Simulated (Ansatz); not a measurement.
**YPO4 (I4_1/amd): band gap by G0W0 on r2SCAN**

How far does one-shot GW move the r2SCAN gap of YPO4 (I4_1/amd)?

Calculated with Ansatz 0.2.0; r2SCAN, then G0W0 on it, plane waves, PAW.

The database entry behind the starting cell differs from later determinations by our own check (impure mineral, about 0.2 % long), so it need not match the best structure at ambient conditions.

### Step 1. Set-up

It takes space group I4_1/amd (No. 141, tetragonal). The conventional cell has a = 6.895 Å, b = 6.895 Å, c = 6.028 Å, α = 90.00°, β = 90.00°, γ = 90.00°. Y has 8 O at 2.31 to 2.38 Å nearest. P has 4 O at 1.54 Å nearest. O has 1 P at 1.54 Å and 2 Y at 2.31 to 2.38 Å nearest. Farther neighbours and most contacts between anions are not listed.

The cell and positions come from the Crystallography Open Database and are kept as given unless a step says otherwise. The default PAW set here is soft_2. Its files were made with PBE.

### Step 2. The r2SCAN band structure

Levels along a band path and on the mesh show where this functional puts the band edges.

This step: DFT, r2SCAN, plane waves, PAW.

input.yaml

```yaml
crystal:
  lattice:
    - [-3.44735, 3.44735, 3.0138]
    - [3.44735, -3.44735, 3.0138]
    - [3.44735, 3.44735, -3.0138]
  atoms:
    - { symbol: "Y", position: [0.75, 0.25, 0.5] }
    - { symbol: "Y", position: [0.0, 0.0, 0.0] }
    - { symbol: P, position: [0.5, 0.5, 0.0] }
    - { symbol: P, position: [0.25, 0.75, 0.5] }
    - { symbol: O, position: [0.1661, 0.3408, 0.8253] }
    - { symbol: O, position: [0.0908, 0.7655, 0.6747] }
    - { symbol: O, position: [0.5155, 0.3408, 0.1747] }
    - { symbol: O, position: [0.0908, 0.4161, 0.3253] }
    - { symbol: O, position: [0.5839, 0.9092, 0.6747] }
    - { symbol: O, position: [0.6592, 0.8339, 0.1747] }
    - { symbol: O, position: [0.2345, 0.9092, 0.3253] }
    - { symbol: O, position: [0.6592, 0.4845, 0.8253] }
kpoints:
  mp_grid: { grid: [6, 6, 6] }
  band_path:
    path:
      - [[0.0, 0.0, 0.0], [0.0, 0.0, 0.5], [-0.5, 0.5, 0.5], [0.0, 0.0, 0.0], [0.44107247, 0.44107247, -0.44107247]]
      - [[-0.44107247, 0.55892753, 0.44107247], [-0.5, 0.5, 0.5]]
      - [[0.0, 0.0, 0.5], [0.25, 0.25, 0.25], [0.0, 0.5, 0.0], [0.0, 0.0, 0.0]]
    npoints: 10
hamiltonian:
  xc: r2scan
scf:
  occupations: { method: fermi_dirac, width: 0.02 }
  n_extra_bands: 8
output:
  eigenvalues: true
  forces: true
  stress: true
```

On the command line:

```bash
ansatz run input.yaml --threads 24 --pin off --max-ram 82944MiB --backend cuda --events-out ev --progress --plain --runs-dir out --devices 1 --max-vram 78GiB
```

Numbers of over 12 decimals in the logs are rounded to 6 here.

Output:

```text
scf.n_extra_bands = 8 over 40 filled bands (N_el = 80.0): the run solves 48 bands
GPUs: using 1 of 1 available (devices: 1).
Engine: ansatz 0.2.0, aarch64-unknown-linux-gnu
Pseudopotentials: kind: paw
Pseudopotential: Y, paw, valence charge 11, recommended cutoff 500 eV (meta_gga), Y.paw.azcp
Pseudopotential: P, paw, valence charge 5, recommended cutoff 500 eV (meta_gga), P.paw.azcp
Pseudopotential: O, paw, valence charge 6, recommended cutoff 500 eV (meta_gga), O.paw.azcp
Functional definition: r2SCAN
  parameter k0 = 0.174
  parameter k1 = 0.065
  parameter a1 = 4.9479
  exchange = r2scan_x(k0 = k0, k1 = k1, a1 = a1)
  correlation = r2scan_c
device memory: the entry about to start is reckoned to put 3.8 GiB on a device that reports 181.8 GiB free (of which the cap on the GPU budget leaves the run 78.0 GiB)
GPU FFT provider: cuFFT
GPU libraries: cuBLAS 13.8.1, cuFFT 12.4.0, cuSOLVER 12.3.2
GPU matrix products: emulated (plane waves: as basis.precision tells), large ones in fixed point in workspaces of 1.00 GiB
Crystal: 12 atoms, lattice volume = 143.267 Å³
Basis set: ecut = 500 eV, 3683 PW (Γ), exchange–correlation on 180×180×180 points (64 copies of the dense FFT grid, shifted against one another)
Bands: 48, of which v1, the nominal top of the filled ones, is band 40 counted from 1 (39 counted from 0)
Symmetry: 16 space group operations
Space group: I41/amd (ITA 141), of the structure as read, at distance tolerance 5.2e-5 Å
k-points: 30 of 216
Non-local potential: Y, projectors of the file, l = 0: 3, l = 1: 2, l = 2: 2, l = 3: 1
Non-local potential: P, projectors of the file, l = 0: 2, l = 1: 2, l = 2: 2
Non-local potential: O, projectors of the file, l = 0: 2, l = 1: 2, l = 2: 1
PAW form: soft (Blöchl's): semilocal exchange-correlation on the pseudo side does not see the compensation charge
PAW frozen core: Y, regenerated for the run's functional (the file was generated under x = pbe(κ = 0.804, μ = 0.219515), c = pbe(β = 0.066725))
PAW frozen core: P, regenerated for the run's functional (the file was generated under x = pbe(κ = 0.804, μ = 0.219515), c = pbe(β = 0.066725))
PAW frozen core: O, regenerated for the run's functional (the file was generated under x = pbe(κ = 0.804, μ = 0.219515), c = pbe(β = 0.066725))
PAW one-centre angular grid: Y, 590 points (default); XC on 160 Gauss nodes
PAW one-centre angular grid: P, 302 points (default); XC on 160 Gauss nodes
PAW one-centre angular grid: O, 302 points (default); XC on 160 Gauss nodes
Initial density: superposition of atomic densities (neutral atoms: chi_scale 0, normalization atom), corrected by the library's trained network
Initial wavefunctions: pseudopotential atomic-orbital guess
GPU buffer pool allocated for 91125 grid points (all kernels)
GPU transforms: local potential and band sums: pruned to the plane-wave sphere, on 45×45×45
Functional: x = r2scan, c = r2scan; τ floored in thin density (d = 2e-4 eV/Å³)
SCF iter   1: F=—  HF=-13805.025945 eV  |F-HF|=—  |Δ(HF+E_count)|=         —  Δρ=9.35e-3  dr2=1.31e-1  dr2_τ=1.05e0  ethr=1.77e-3  ⟨swp⟩=10.6  Hψ=7501  notcnv=0
preconditioner: auto → Resta (q_TF=auto, 2.476 Å⁻¹)  ε∞=3.4  [insulator: Δε(μ)=6.818 eV  Ē_g=17.292 eV  σ=0.020 eV  W_gap=1.00  n_scr=42 (ndim 8)  ℏωp=27.0 eV  f_vac=0.037  D(μ)=0.00/eV (n_scr^D=0)  ε∞_Penn≈3.4]
SCF iter   2: F=—  HF=-13805.300880 eV  |F-HF|=—  |Δ(HF+E_count)|=   2.75e-1  Δρ=5.32e-3  dr2=2.69e-2  dr2_τ=3.16e-3  ethr=1.64e-4  ⟨swp⟩=4.0  Hψ=3217  notcnv=0  defer=60
SCF iter   3: F=—  HF=-13805.296172 eV  |F-HF|=—  |Δ(HF+E_count)|=   4.71e-3  Δρ=1.31e-3  dr2=1.97e-3  dr2_τ=3.30e-4  ethr=3.36e-5  ⟨swp⟩=4.5  Hψ=2933  notcnv=0  defer=60
SCF iter   4: F=—  HF=-13805.296033 eV  |F-HF|=—  |Δ(HF+E_count)|=   1.38e-4  Δρ=2.71e-4  dr2=7.02e-5  dr2_τ=1.47e-5  ethr=2.46e-6  ⟨swp⟩=2.6  Hψ=2569  notcnv=0  defer=60
SCF iter   5: F=—  HF=-13805.296164 eV  |F-HF|=—  |Δ(HF+E_count)|=   1.31e-4  Δρ=7.51e-5  dr2=8.87e-6  dr2_τ=6.17e-7  ethr=8.78e-8  ⟨swp⟩=2.2  Hψ=2668  notcnv=0  defer=60
SCF iter   6: F=—  HF=-13805.296163 eV  |F-HF|=—  |Δ(HF+E_count)|=   5.82e-7  Δρ=2.34e-5  dr2=7.83e-7  dr2_τ=4.34e-8  ethr=1.11e-8  ⟨swp⟩=2.0  Hψ=2456  notcnv=0  defer=60
SCF iter   7: F=-13805.296163 eV  HF=-13805.296163 eV  |F-HF|=6.50e-9  |Δ(HF+E_count)|=   2.75e-8  Δρ=4.45e-6  dr2=3.00e-8  dr2_τ=1.34e-9  ethr=1.25e-10  ⟨swp⟩=15.3  Hψ=7257  notcnv=0
SCF 1 converged in 7 iterations: F = -13805.296163 eV  dr2 = 3.00e-8
  greatest PAW one-centre occupation: 0.996 electrons in one spin orbital (limit 2), on the Y atom at site 1 (counted from 0), in its partial waves of l = 0
device memory: the entry about to start is reckoned to put 7.5 GiB on a device that reports 172.7 GiB free (of which the cap on the GPU budget leaves the run 78.0 GiB)
NSCF: frozen V_eff on 83 k-points, pencils in batches of 32, up to order 212
SCF converged after 7 iterations
Free energy (F): -13805.296163 eV
Harris-Foulkes:  -13805.296163 eV  (|F-HF|=6.50e-9)
Internal energy: -13805.296163 eV  (E = F + TS)
E sigma→0 (E₀):  -13805.296163 eV
Fermi energy:    9.641098 eV
--- Per-component energies (eV) ---
  E_band       = -358.253422
  E_kinetic    = 2201.432835
  E_local      = -4259.424917  (includes V_loc(G=0)·N_el)
  E_nonlocal   = 536.927651
  E_hartree    = 1465.758984
  E_xc         = -1052.700108
  E_vxc        = -1440.319777  (∫ρ·V_xc dr)
  E_paw        = -8118.652241  (= ΣΔE_a)
  E_vpaw       = -415.778402  (= ΣTr[D̂ρ^β])
  E_aug_tail   = 0.008189  (compensation charges beyond the density's cutoff)
  E_vtau       = 87.376520  (kinetic-family band-sum trace: ∫τ·v_τ [+ j·A + Jᵃ·Aᵃ] dr)
  E_ewald      = -4577.901437
  E_core_change = -0.745119  (= ΣΔE_core)
  E_smearing   = -0.000000  (= −TS)
  E_closure    = 0.000000  (closes the sum)
  Σ components = -13805.296163   (vs F -13805.296163, Δ=0.00e0)
--- Forces (eV/Å), atoms counted from 1 ---
  atom   1  Y      0.00000000     0.00000000     0.00000000
  atom   2  Y      0.00000000     0.00000000     0.00000000
  atom   3  P      0.00000000     0.00000000     0.00000000
  atom   4  P      0.00000000     0.00000000     0.00000000
  atom   5  O      0.00000000    -0.03548062    -0.02519242
  atom   6  O      0.03548062    -0.00000000    -0.02519242
  atom   7  O      0.00000000     0.03548062    -0.02519242
  atom   8  O     -0.03548062     0.00000000    -0.02519242
  atom   9  O      0.00000000     0.03548062     0.02519242
  atom  10  O      0.03548062    -0.00000000     0.02519242
  atom  11  O      0.00000000    -0.03548062     0.02519242
  atom  12  O     -0.03548062     0.00000000     0.02519242
  max |Σ_I F_I| component: 1.73e-17 eV/Å
--- Stress (GPa, compression-positive) ---
        0.493428       0.000000      -0.000000
        0.000000       0.493428      -0.000000
        0.000000      -0.000000       0.257789
  P = ⅓ Tr σ = 0.4149 GPa (4.149 kbar)
--- Band table (eV; the first three rows and the last of 30) ---
  k-point 0: bands = [... 36 lower, 5.8343, 5.8531, 5.8531, 6.3510, 13.1732, 13.2587, 13.9975, 14.4016, ... 4 higher]
  k-point 1: bands = [... 36 lower, 5.8189, 5.8308, 5.8393, 6.2640, 13.0580, 13.5282, 13.8155, 14.2486, ... 4 higher]
  k-point 2: bands = [... 36 lower, 5.7235, 5.7562, 5.8366, 6.0595, 12.9444, 13.3712, 13.9517, 14.1505, ... 4 higher]
  k-point 29: bands = [... 36 lower, 5.3369, 5.3369, 5.6696, 5.6696, 13.7473, 13.7473, 14.3707, 14.3707, ... 4 higher]
```

Run time: 2 s. Hardware: 1 × NVIDIA GB200 (shared by 2 runs) with 24 threads of Arm Neoverse V2, shared host; peak memory 1.2 GiB; 5.2 s of CPU time.

Reading the cycles: dr2 is the Hartree energy of the density residual (eV), the measure of convergence; HF is the Harris–Foulkes estimate of the energy, which meets the free energy F at convergence.

This step gave:

| Quantity | Value |
| --- | --- |
| pressure | 0.4149 GPa |
| filled bands | 40 |
| gap | 6.593 eV |
| valence top at | Γ |
| conduction bottom at | k = (0.000, 0.000, 0.350) |
| least direct gap | 6.794 eV |

Over mesh and path the gap is 6.593 eV, from k = Γ to k = (0.000, 0.000, 0.350). The least direct gap found is 6.794 eV, at k = (0.000, 0.000, 0.167).

The electronic bands at the labelled points (eV, zero at the top of the highest nominally filled band):

```
     point  band 37  band 38  band 39  band 40  band 41  band 42  band 43  band 44
         Γ    -0.52    -0.50    -0.50     0.00     6.82     6.91     7.65     8.05
   halfway    -0.57    -0.55    -0.51    -0.18     6.63     7.20     7.47     7.83
         X    -0.74    -0.74    -0.46    -0.46     6.70     6.70     7.79     7.79
   halfway    -0.82    -0.82    -0.59    -0.59     7.02     7.02     7.76     7.76
         M    -1.01    -1.01    -0.68    -0.68     7.40     7.40     8.02     8.02
   halfway    -0.75    -0.57    -0.54    -0.39     6.75     7.27     7.33     7.91
         Γ    -0.52    -0.50    -0.50     0.00     6.82     6.91     7.65     8.05
   halfway    -0.85    -0.16    -0.16    -0.11     7.18     7.50     7.51     7.94
         Z    -1.13    -0.80    -0.55    -0.55     7.38     7.41     7.89     7.89
jump to Z0    -1.13    -0.80    -0.55    -0.55     7.38     7.41     7.89     7.89
   halfway    -1.08    -0.92    -0.64    -0.64     7.39     7.41     7.97     7.99
         M    -1.01    -1.01    -0.68    -0.68     7.40     7.40     8.02     8.02
 jump to X    -0.74    -0.74    -0.46    -0.46     6.70     6.70     7.79     7.79
   halfway    -0.84    -0.84    -0.45    -0.45     6.74     6.74     7.80     7.80
         P    -0.93    -0.93    -0.45    -0.45     6.78     6.78     7.88     7.88
   halfway    -0.83    -0.73    -0.34    -0.27     6.88     6.93     7.82     7.95
         N    -0.82    -0.78    -0.20    -0.14     6.97     7.15     7.71     7.84
   halfway    -0.64    -0.38    -0.25    -0.09     6.86     7.38     7.40     7.91
         Γ    -0.52    -0.50    -0.50     0.00     6.82     6.91     7.65     8.05
```

### Step 3. One-shot GW

G0W0 replaces the xc potential by a self-energy built once from the orbitals of the start. Levels are corrected in the window of bands that the input names, at points of the mesh.

This step: G0W0 on r2SCAN, plane waves, PAW.

input.yaml, the sections that differ from step 2:

```yaml
kpoints:
  mp_grid: { grid: [4, 4, 4] }
scf:
  occupations: { method: fixed }
gw:
  n_empty_bands: 658
  ecut_chi: 160.0
  qp_bands: [v4, c4]
  qp_kpoints: band_edges
  screening: { model: contour_deformation }
# crystal, hamiltonian: as in step 2
# output: removed
```

Output:

```text
GPUs: using 1 of 1 available (devices: 1).
[...]
Crystal: 12 atoms, lattice volume = 143.267 Å³
Basis set: ecut = 500 eV, 3683 PW (Γ), exchange–correlation on 180×180×180 points (64 copies of the dense FFT grid, shifted against one another)
Bands: 52, of which v1, the nominal top of the filled ones, is band 40 counted from 1 (39 counted from 0)
Symmetry: 16 space group operations
[...]
k-points: 13 of 64
[...]
SCF iter   1: F=—  HF=-13805.026890 eV  |F-HF|=—  |Δ(HF+E_count)|=         —  Δρ=9.31e-3  dr2=1.30e-1  dr2_τ=1.05e0  ethr=1.77e-3  ⟨swp⟩=5.1  Hψ=2777  notcnv=0  defer=109
[...]
SCF iter   7: F=-13805.296116 eV  HF=-13805.296116 eV  |F-HF|=4.73e-11  |Δ(HF+E_count)|=   1.74e-8  Δρ=2.20e-6  dr2=7.23e-9  dr2_τ=1.13e-9  ethr=1.25e-10  ⟨swp⟩=15.9  Hψ=3374  notcnv=0
SCF 1 converged in 7 iterations: F = -13805.296116 eV  dr2 = 7.23e-9
[...]
NSCF: frozen V_eff on 13 k-points
[...]
SCF converged after 7 iterations
[...]
4    44     14.3114   -10.1505    -4.6119   -16.0949  0.8412    15.6570    15.6439  root
     5    37      5.5277   -25.5595     4.1523   -20.2417  0.7975     4.3496     4.3622  root
     5    38      5.5723   -26.0252     4.0964   -20.8133  0.7995     4.4458     4.4567  root
     5    39      6.1490   -26.4263     4.1927   -21.1415  0.7980     5.0465     5.0569  root
     5    40      6.2120   -26.8361     4.1086   -21.6831  0.8010     5.1588     5.1677  root
     5    41     13.3236    -9.4208    -4.4445   -15.1350  0.8416    14.6052    14.5933  root
     5    42     13.5031    -8.7211    -4.7377   -14.7485  0.8427    14.8060    14.7928  root
     5    43     14.0617    -9.9112    -4.5062   -15.6998  0.8439    15.3556    15.3441  root
     5    44     14.1939   -10.4606    -4.5774   -16.3753  0.8427    15.5438    15.5312  root
     6    37      5.5229   -25.5131     4.1340   -20.2126  0.7979     4.3439     4.3565  root
     6    38      5.9869   -26.5614     4.1081   -21.3821  0.8006     4.9061     4.9157  root
     6    39      5.9905   -26.5492     4.1099   -21.3652  0.8005     4.9067     4.9164  root
     6    40      6.1380   -26.3884     4.1877   -21.1060  0.7981     5.0327     5.0432  root
     6    41     13.3484    -9.4491    -4.4625   -15.1890  0.8412    14.6380    14.6259  root
     6    42     13.4170    -8.5560    -4.6898   -14.5006  0.8447    14.6839    14.6718  root
     6    43     14.2308   -10.1508    -4.5210   -15.9711  0.8426    15.5421    15.5302  root
     6    44     14.2405   -10.3371    -4.5435   -16.2100  0.8412    15.5826    15.5699  root
     7    37      5.4189   -25.8468     4.0924   -20.6193  0.7997     4.2723     4.2837  root
     7    38      5.4189   -25.8468     4.0924   -20.6193  0.7997     4.2723     4.2837  root
     7    39      5.8964   -26.0392     4.1659   -20.7465  0.7980     4.7583     4.7696  root
     7    40      5.8964   -26.0392     4.1659   -20.7465  0.7980     4.7583     4.7696  root
     7    41     13.1331    -8.6835    -4.5268   -14.4281  0.8463    14.3616    14.3509  root
     7    42     13.1331    -8.6835    -4.5268   -14.4281  0.8463    14.3616    14.3509  root
     7    43     14.2304   -10.5284    -4.5377   -16.4225  0.8400    15.6001    15.5868  root
     7    44     14.2304   -10.5284    -4.5377   -16.4225  0.8400    15.6001    15.5868  root
     8    37      5.4350   -25.4992     4.1735   -20.1499  0.7967     4.2461     4.2592  root
     8    38      6.1758   -26.7808     4.1026   -21.6275  0.8013     5.1161     5.1251  root
     8    39      6.1758   -26.7808     4.1026   -21.6275  0.8013     5.1161     5.1251  root
     8    40      6.1925   -26.4012     4.1812   -21.1314  0.7982     5.0935     5.1039  root
     8    41     13.5963    -9.9737    -4.5080   -15.8281  0.8364    14.9570    14.9426  root
     8    42     13.8315    -8.9872    -4.8964   -15.2487  0.8379    15.2128    15.1965  root
     8    43     13.9047    -9.5937    -4.4160   -15.2056  0.8479    15.1100    15.1006  root
     8    44     14.1635   -10.9683    -4.6615   -17.0149  0.8437    15.5615    15.5485  root
     9    37      5.3656   -25.2256     4.1256   -19.9099  0.7975     4.1621     4.1755  root
     9    38      5.8671   -26.4728     4.1273   -21.2550  0.8004     4.7665     4.7766  root
     9    39      5.8697   -25.8858     4.1570   -20.5908  0.7985     4.7201     4.7317  root
     9    40      6.0366   -26.6320     4.1284   -21.4299  0.8005     4.9532     4.9628  root
     9    41     13.4968    -9.2941    -4.5642   -15.1517  0.8405    14.8032    14.7902  root
     9    42     13.6375    -9.3878    -4.6585   -15.3756  0.8388    14.9811    14.9668  root
     9    43     13.9910    -9.9097    -4.5018   -15.6772  0.8459    15.2676    15.2567  root
[...]
10    41     13.0973    -8.8399    -4.4472   -14.4994  0.8456    14.3200    14.3096  root
    10    42     13.6223    -8.9949    -4.7431   -15.0556  0.8403    14.9540    14.9398  root
    10    43     13.6846    -9.3550    -4.4531   -15.0074  0.8489    14.8934    14.8839  root
    10    44     14.2560    -9.7258    -4.6971   -15.7355  0.8436    15.5811    15.5686  root
    11    37      5.5352   -25.9231     4.1324   -20.6451  0.7991     4.3780     4.3897  root
    11    38      5.5352   -25.9231     4.1324   -20.6451  0.7991     4.3780     4.3897  root
    11    39      5.7561   -26.1472     4.1614   -20.8621  0.7988     4.6213     4.6324  root
    11    40      5.7561   -26.1472     4.1614   -20.8621  0.7988     4.6213     4.6324  root
    11    41     13.3703    -8.9995    -4.5577   -14.8140  0.8433    14.6391    14.6272  root
    11    42     13.3703    -8.9995    -4.5577   -14.8140  0.8433    14.6391    14.6272  root
    11    43     14.1142    -9.8595    -4.5588   -15.7116  0.8436    15.4195    15.4075  root
    11    44     14.1142    -9.8595    -4.5588   -15.7116  0.8436    15.4195    15.4075  root
```

It took 16 s on 1 × NVIDIA GB200 (shared by 2 runs) with 24 threads; peak memory 3.3 GiB; 52 s of CPU time.

Numbers from this step:

- bands summed: 698
- RPA ε∞ on this mesh (eigenvalues): 2.804, 2.804, 3.129
- plane waves in the screening matrix: 663
- q-points in the mesh: 64
- G0W0 gap over the corrected points: 8.882 eV
- k of the valence top: 0, 0, 0
- k of the conduction bottom: 0, 0, 0.25
- starting gap on the mesh: 6.630 eV
- Z at the valence top: 0.7983
- Z at the conduction bottom: 0.8471
- least direct G0W0 gap over the corrected points: 8.946 eV

Over 12 of 13 irreducible mesh points the G0W0 gap is 8.882 eV, from k = Γ to k = (0.000, 0.000, 0.250). The r2SCAN gap of this run on the mesh is 6.630 eV. The two states that bound the G0W0 gap lie that far apart at the start, so the correction of the gap is 8.882 − 6.630 = +2.252 eV. The start of this run differs from the step before in mesh (6×6×6 and 4×4×4).

Labels follow the order of the start: v1 is the top filled band, c1 the lowest empty one; levels that stay degenerate share a row, the window can cut a multiplet, doubted levels are not marked in this list, bands outside the window were not corrected, and the list may be a part of the corrected levels. The levels before and after the correction (eV, zero at the valence-band top of each column):

```
           conduction bottom  valence top
Kohn-Sham               6.63         0.00
     G0W0               8.88         0.00
```

```
                   level  occupation  energy (eV)
Kohn-Sham        Γ v3-v2           2       -0.498
Kohn-Sham           Γ v1           2        0.000
Kohn-Sham           Γ c1           0        6.822
Kohn-Sham           Γ c2           0        6.908
Kohn-Sham           Γ c3           0        7.647
Kohn-Sham  (0 0 0.25) v3           2       -0.550
Kohn-Sham  (0 0 0.25) v2           2       -0.514
Kohn-Sham  (0 0 0.25) v1           2       -0.182
Kohn-Sham  (0 0 0.25) c1           0        6.630
Kohn-Sham  (0 0 0.25) c2           0        7.204
Kohn-Sham  (0 0 0.25) c3           0        7.474
     G0W0        Γ v3-v2           2       -0.517
     G0W0           Γ v1           2        0.000
     G0W0           Γ c1           0        9.145
     G0W0           Γ c2           0        8.946
     G0W0           Γ c3           0       10.109
     G0W0  (0 0 0.25) v3           2       -0.575
     G0W0  (0 0 0.25) v2           2       -0.578
     G0W0  (0 0 0.25) v1           2       -0.214
     G0W0  (0 0 0.25) c1           0        8.882
     G0W0  (0 0 0.25) c2           0        9.520
     G0W0  (0 0 0.25) c3           0        9.743
```

The parts of the quasiparticle energy for the two states that bound the G0W0 gap, in eV on the run's own scale (QP = start + Σx + Σc − Vxc, with Σc at the quasiparticle energy):

```
             edge                      k  band   start       Σx      Σc      Vxc      Z      QP
      valence top                      Γ    40   6.351  −26.670   4.179  −21.432  0.798   5.293
conduction bottom  (0.000, 0.000, 0.250)    41  12.981   −8.641  −4.450  −14.284  0.847  14.175
```

[end of part 1 of 2]

[Paths, hosts, dates, memory and timing lines, banners, echoed tables and standing remarks are left out of the program output.]

[Logs are printed without paths, hosts, clocks, repeated set-up lines and the standing remarks that a program may print on its own settings, such as how far it seeks lower states.]

[Runs of the session that timed out or met a known fault of the program may be left out.]

[Cells called generated may have been cut or substituted from an entry of the Crystallography Open Database or the Materials Project.]

[Hosts, paths, dates, database ids (printed as entryN), source tags and the programs' standing remarks are cut or masked in the printed files.]

[Where an RPA ε∞ is given, it is that of the G0W0 mesh and is not shown converged in it. Names of k-points follow the symmetry that the program found, which can be lower than the space group named. Band edges on a path are those of the sampled points; other points can move an edge, and change direct to indirect where valleys lie close.]

[Hybrid gaps are those of their k-mesh and are not shown converged in it.]
